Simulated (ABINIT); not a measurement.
# A GW chain in ABINIT: GaAs (F-43m)

Aim: the G0W0 gap of GaAs (F-43m) on PBE, step by step.

Method: PBE and many-body steps on it, plane waves, in ABINIT 10.8.3.

**The experiments to reproduce.**

- Gap 1.51 eV: band-edge emission energy from PL (direct gap at Gamma); photoluminescence, 633 nm excitation; 77 K; bulk crystal (MBE GaAs matrix around a thin InAs wetting layer on semi-insulating GaAs (100)) (“Photoluminescence of InAs/GaAs quantum dots under direct two-photon excitation”, 2020, pmc:7331710).

- Gap 1.418 ± 0.005 eV: direct gap E0 at Gamma from PR; modulated photoreflectance, low-field lineshape fit; 300 K; bulk crystal (semi-insulating GaAs(001) reference substrate) (“Evidence of valence band perturbations in GaAsN/GaAs(001): A combined variable-angle spectroscopic ellipsometry and modulated photoreflectance investigation”, 2008, arxiv:0805.2212).

- Gap 1.412 ± 0.01 eV: direct gap E0 at Gamma from ellipsometry; variable-angle spectroscopic ellipsometry, parametric critical-point fit; 300 K; bulk crystal (semi-insulating GaAs(001) reference substrate with native oxide) (“Evidence of valence band perturbations in GaAsN/GaAs(001): A combined variable-angle spectroscopic ellipsometry and modulated photoreflectance investigation”, 2008, arxiv:0805.2212).

- Gap 1.42 eV: band-edge photoluminescence emission energy of the GaAs substrate; time-integrated photoluminescence; 300 K; bulk crystal ((001) GaAs substrate beneath GaBiAs epilayers) (“Investigation of the anisotropic electron g factor as a probe of the electronic structure of GaBixAs1-x/GaAs epilayers”, 2014, arxiv:1409.8467).

- Gap 1.42 eV: fundamental direct gap E0 at Gamma, seen as sharp points in Psi and Delta; spectroscopic ellipsometry; 300 K; bulk crystal (semi-insulating GaAs (100) substrate) (“Ellipsometric study of the Electronic Structure of GaMnAs and LT-GaAs”, 2004, arxiv:cond-mat/0404304).

## (1) Starting point

Symmetry: F-43m, No. 216, cubic system. Conventional cell: a = 5.654 Å, b = 5.654 Å, c = 5.654 Å, α = 90.00°, β = 90.00°, γ = 90.00°. Nearest to Ga lie 4 As at 2.45 Å. As has 4 Ga at 2.45 Å nearest. Farther neighbours are not listed.

The cell and positions come from the Crystallography Open Database and are kept as given unless a step says otherwise.

## (2) Ground state

This step: ABINIT 10.8.3; DFT, PBE, plane waves, norm-conserving pseudopotentials.

The ground-state density comes first.

run.abi

```
acell 3*1.0 Angstrom
rprim 
  0.000000000000 2.826850000000 2.826850000000
  2.826850000000 0.000000000000 2.826850000000
  2.826850000000 2.826850000000 -0.000000000000
ntypat 2
znucl 31 33
natom 2
typat 1 2
xred 
  0.000000000000 0.000000000000 0.000000000000
  0.250000000000 0.250000000000 0.250000000000
pp_dirpath "pseudos"
pseudos "Ga.upf, As.upf"
ecut 45
ngkpt 6 6 6
nshiftk 1
shiftk 0 0 0
kptopt 1
chksymbreak 0
nband 27
occopt 1
tolvrs 1e-10
nstep 60
prtwf 0
optforces 0
optstress 0
indata_prefix "in"
outdata_prefix "out"
tmpdata_prefix "tmp"
```

On the command line:

```console
$ OMP_NUM_THREADS=1 mpirun -n 8 abinit run.abi > log
```

Numbers of over 12 decimals in the logs are rounded to 6 here.

The log of the run:

```text
.Version 10.8.3 of ABINIT. v10.8.2 released Aug 2026.

 Symmetries : space group F-4 3 m (#216); Bravais cF (face-center cubic)
================================================================================
 Values of the parameters that define the memory need of the present run
     intxc =       0    ionmov =       0      iscf =       7    lmnmax =       6
     lnmax =       6     mgfft =      48  mpssoang =       3    mqgrid =    3001
     natom =       2  nloc_mem =       1    nspden =       1   nspinor =       1
    nsppol =       1      nsym =      24    n1xccc =    2501    ntypat =       2
    occopt =       1   xclevel =       2
-    mband =          27        mffmem =           1         mkmem =           2
       mpw =        4428          nfft =      110592          nkpt =          16
================================================================================
  Rough estimation (10% accuracy) of disk space for files :
================================================================================

--------------------------------------------------------------------------------
------------- Echo of variables that govern the present computation ------------
--------------------------------------------------------------------------------
 -outvars: echo values of preprocessed input variables --------
            acell      1.8897261259E+00  1.8897261259E+00  1.8897261259E+00 Bohr

      chksymbreak           0
             ecut      4.50000000E+01 Hartree
-          fftalg         312

              ixc     -101130
              kpt      0.00000000E+00  0.00000000E+00  0.00000000E+00
                       1.66666667E-01  0.00000000E+00  0.00000000E+00
                       3.33333333E-01  0.00000000E+00  0.00000000E+00
                       5.00000000E-01  0.00000000E+00  0.00000000E+00
                       1.66666667E-01  1.66666667E-01  0.00000000E+00
                       3.33333333E-01  1.66666667E-01  0.00000000E+00
                       5.00000000E-01  1.66666667E-01  0.00000000E+00
                      -3.33333333E-01  1.66666667E-01  0.00000000E+00
                      -1.66666667E-01  1.66666667E-01  0.00000000E+00
   [... 5 further rows ...]
                      -3.33333333E-01  3.33333333E-01  1.66666667E-01
                      -3.33333333E-01  5.00000000E-01  1.66666667E-01
         kptrlatt        6    0    0      0    6    0      0    0    6
          kptrlen      4.53281381E+01
P           mkmem           2
            natom           2
            nband          27
            ngfft          48      48      48
             nkpt          16
            nstep          60
             nsym          24
           ntypat           2
              occ      2.000000  2.000000  2.000000  2.000000  2.000000  2.000000
                       2.000000  2.000000  2.000000  2.000000  2.000000  2.000000
                       2.000000  2.000000  2.000000  2.000000  2.000000  2.000000
                       2.000000  2.000000  2.000000  2.000000  0.000000  0.000000
[...]
optforces           0
        optstress           0
            prtwf           0
            rprim      0.0000000000E+00  2.8268500000E+00  2.8268500000E+00
[...]
spgroup         216

           tolvrs      1.00000000E-10

             xred      0.0000000000E+00  0.0000000000E+00  0.0000000000E+00
[...]
znucl       31.00000   33.00000

================================================================================

 chkinp: Checking input parameters for consistency.

================================================================================
== DATASET  1 ==================================================================
-   mpi_nproc: 8, omp_nthreads: 1 (-1 if OMP is not activated)

--- !DatasetInfo
iteration_state: {dtset: 1, }
dimensions: {natom: 2, nkpt: 16, mband: 27, nsppol: 1, nspinor: 1, nspden: 1, mpw: 4428, }
cutoff_energies: {ecut:  45.0, pawecutdg:  -1.0, }
electrons: {nelect:   4.40000000E+01, charge:   0.00000000E+00, occopt:   1.00000000E+00, tsmear:   1.00000000E-02, }

 Real(R)+Recip(G) space primitive vectors, cartesian coordinates (Bohr,Bohr^-1):
 R(1)=  0.0000000  5.3419723  5.3419723  G(1)= -0.0935984  0.0935984  0.0935984
 R(2)=  5.3419723  0.0000000  5.3419723  G(2)=  0.0935984 -0.0935984  0.0935984
 R(3)=  5.3419723  5.3419723  0.0000000  G(3)=  0.0935984  0.0935984 -0.0935984
 Unit cell volume ucvol=  3.0488418E+02 bohr^3
 Angles (23,13,12)=  6.00000000E+01  6.00000000E+01  6.00000000E+01 degrees

 getcut: wavevector=  0.0000  0.0000  0.0000  ngfft=  48  48  48
         ecut(hartree)=     45.000   => boxcut(ratio)=   2.10404

--- Pseudopotential description ------------------------------------------------
- Ga Generated using ONCVPSP code by D. R. Hamann
- 31.00000  21.00000  171031                  znucl, zion, pspdat
12 -101130 2 -1 1902                          pspcod,pspxc,lmax,lloc,mmax
     nproj     2     2     2
  pspatm : epsatm=   21.85474337
         --- l  ekb(1:nproj) -->
[...]
pspatm: atomic psp has been read  and splines computed

- As Generated using ONCVPSP code by D. R. Hamann
- 33.00000  23.00000  171031                  znucl, zion, pspdat
12 -101130 2 -1 1358                          pspcod,pspxc,lmax,lloc,mmax
     nproj     2     2     2
  pspatm : epsatm=   24.77333152
         --- l  ekb(1:nproj) -->
[...]
pspatm: atomic psp has been read  and splines computed

   2.05163530E+03                                ecore*ucvol(ha*bohr**3)
--------------------------------------------------------------------------------

_setup2: Arith. and geom. avg. npw (full set) are    4396.153    4396.130

================================================================================

--- !BeginCycle
iteration_state: {dtset: 1, }
solver: {iscf: 7, nstep: 60, nline: 4, wfoptalg: 0, }
tolerances: {tolvrs: 1.00E-10, }

     iter   Etot(hartree)      deltaE(h)  residm     vres2
 ETOT  1  -551.03046146651    -5.510E+02 9.109E-01 1.435E+03
 ETOT  2  -553.19824534608    -2.168E+00 2.477E-02 2.566E+03
 ETOT  3  -553.54765832786    -3.494E-01 3.271E-02 3.191E+02
 ETOT  4  -553.56859560667    -2.094E-02 4.856E-03 1.481E+02
 ETOT  5  -553.58703702391    -1.844E-02 5.683E-04 1.915E+00
 ETOT  6  -553.58715212544    -1.151E-04 3.854E-05 6.968E-01
 ETOT  7  -553.58724571705    -9.359E-05 3.828E-06 9.701E-03
 ETOT  8  -553.58724688351    -1.166E-06 1.260E-06 5.277E-04
 ETOT  9  -553.58724687676     6.752E-09 8.972E-07 5.197E-04
 ETOT 10  -553.58724695068    -7.392E-08 3.128E-07 1.448E-07
 ETOT 11  -553.58724695072    -4.184E-11 3.029E-07 5.961E-09
 ETOT 12  -553.58724695070     1.876E-11 1.090E-07 4.989E-10
 ETOT 13  -553.58724695071    -9.436E-12 1.174E-07 1.973E-11

 At SCF step   13       vres2   =  1.97E-11 < tolvrs=  1.00E-10 =>converged.

--- !ResultsGS
iteration_state: {dtset: 1, }
comment   : Summary of ground state results
lattice_vectors:
- [  0.0000000,   5.3419723,   5.3419723, ]
- [  5.3419723,   0.0000000,   5.3419723, ]
- [  5.3419723,   5.3419723,  -0.0000000, ]
lattice_lengths: [   7.55469,    7.55469,    7.55469, ]
lattice_angles: [ 60.000,  60.000,  60.000, ] # degrees, (23, 13, 12)
lattice_volume:   3.0488418E+02
convergence: {deltae: -9.436E-12, res2:  1.973E-11, residm:  1.174E-07, diffor:  0.000E+00, }
etotal    :  -5.53587247E+02
entropy   :   0.00000000E+00
fermie    :   2.08235878E-01
cartesian_stress_tensor: null
pressure_GPa: null
xred      :
- [  0.0000E+00,   0.0000E+00,   0.0000E+00, Ga]
- [  2.5000E-01,   2.5000E-01,   2.5000E-01, As]
cartesian_forces: null
force_length_stats: {min: null, max: null, mean: null, }

 Integrated electronic density in atomic spheres:
 ------------------------------------------------
 Atom  Sphere_radius  Integrated_density
    1        2.00000         18.80846266
    2        2.00000         20.37373321
================================================================================

 ----iterations are completed or convergence reached----

 Mean square residual over all n,k,spin=   27.173E-11; max=  11.737E-08
 reduced coordinates (array xred) for    2 atoms
       0.000000000000      0.000000000000      0.000000000000
       0.250000000000      0.250000000000      0.250000000000
 rms dE/dt=  0.0000E+00; max dE/dt=  0.0000E+00; dE/dt below (all hartree)
    1       0.000000000000      0.000000000000      0.000000000000
    2       0.000000000000      0.000000000000      0.000000000000

 cartesian coordinates (angstrom) at end:
    1      0.000000     0.000000     0.000000
    2      1.413425     1.413425     1.413425
 length scales=  1.889726125908  1.889726125908  1.889726125908 bohr
              =  1.000000000000  1.000000000000  1.000000000000 angstroms
 prteigrs : about to open file out_EIG
 Fermi (or HOMO) energy (hartree) =   0.20824   Average Vxc (hartree)=  -0.36654
 Eigenvalues (hartree) for nkpt=  16  k points:
 kpt#   1, nband= 27, wtk=  0.00463, kpt=  0.0000  0.0000  0.0000 (reduced coord)
  -6.58411   -5.07879   -4.50242   -4.50242   -4.50242   -3.26559   -3.26559   -3.26559
  -1.08415   -1.08415   -1.08415   -1.08382   -1.08382   -0.33685   -0.33685   -0.33685
  -0.33402   -0.33402   -0.25960    0.20824    0.20824    0.20824    0.22690    0.34556
   0.34556    0.34556    0.48736
 prteigrs : prtvol=0 or 1, do not print more k-points.

--- !EnergyTerms
iteration_state     : {dtset: 1, }
comment             : Components of total free energy in Hartree
kinetic             :  2.56579599922981E+02
hartree             :  2.39359398107684E+02
xc                  : -5.35166848518870E+01
Ewald energy        : -2.44384754666974E+02
psp_core            :  6.72922843284988E+00
local_psp           : -6.21711725125364E+02
non_local_psp       : -1.36642308770002E+02
total_energy        : -5.53587246950712E+02
total_energy_eV     : -1.50638763976251E+04
band_energy         : -8.40153441810221E+01

== END DATASET(S) ==============================================================
================================================================================

 -outvars: echo values of variables after computation  --------
           etotal     -5.5358724695E+02
            nband          27
             nkpt          16
          spgroup         216
 [... the other variables as echoed above ...]

 Calculation completed.
```

It took 29 s on 8 MPI ranks of Intel Xeon Platinum 8259CL at 2.50GHz (Skylake/Cascade Lake), shared host; peak memory 0.73 GiB; 3.9 min of CPU time.

This step gave:

* total energy: -15063.8764 eV
* gap: 0.5078 eV
* k of the valence top: 0, 0, 0
* k of the conduction bottom: 0, 0, 0
* least direct gap: 0.5078 eV

The gap is direct, at Γ.

(Continued in part 2 of 3.)

[Paths, hosts, dates, memory and timing lines, banners, echoed tables and standing remarks are left out of the program output.]

[Logs are printed without paths, hosts, clocks, repeated set-up lines and the standing remarks that a program may print on its own settings, such as how far it seeks lower states.]

[Runs of the session that timed out or met a known fault of the program may be left out.]

[No measured gap is set beside runs whose start may be inverted or whose files or cutoffs have a known fault.]

[Hosts, paths, dates, database ids (printed as entryN), source tags and the programs' standing remarks are cut or masked in the printed files.]

[G0W0 gaps are taken among the corrected bands and points alone; a level outside them can change the order at an edge.]

[Where Ansatz stands beside ABINIT at settings called matched, ABINIT's density can come from a denser mesh and the files from another edition; pairs whose starting gaps differed by over 0.03 eV were left out, so agreement reads better than it is.]
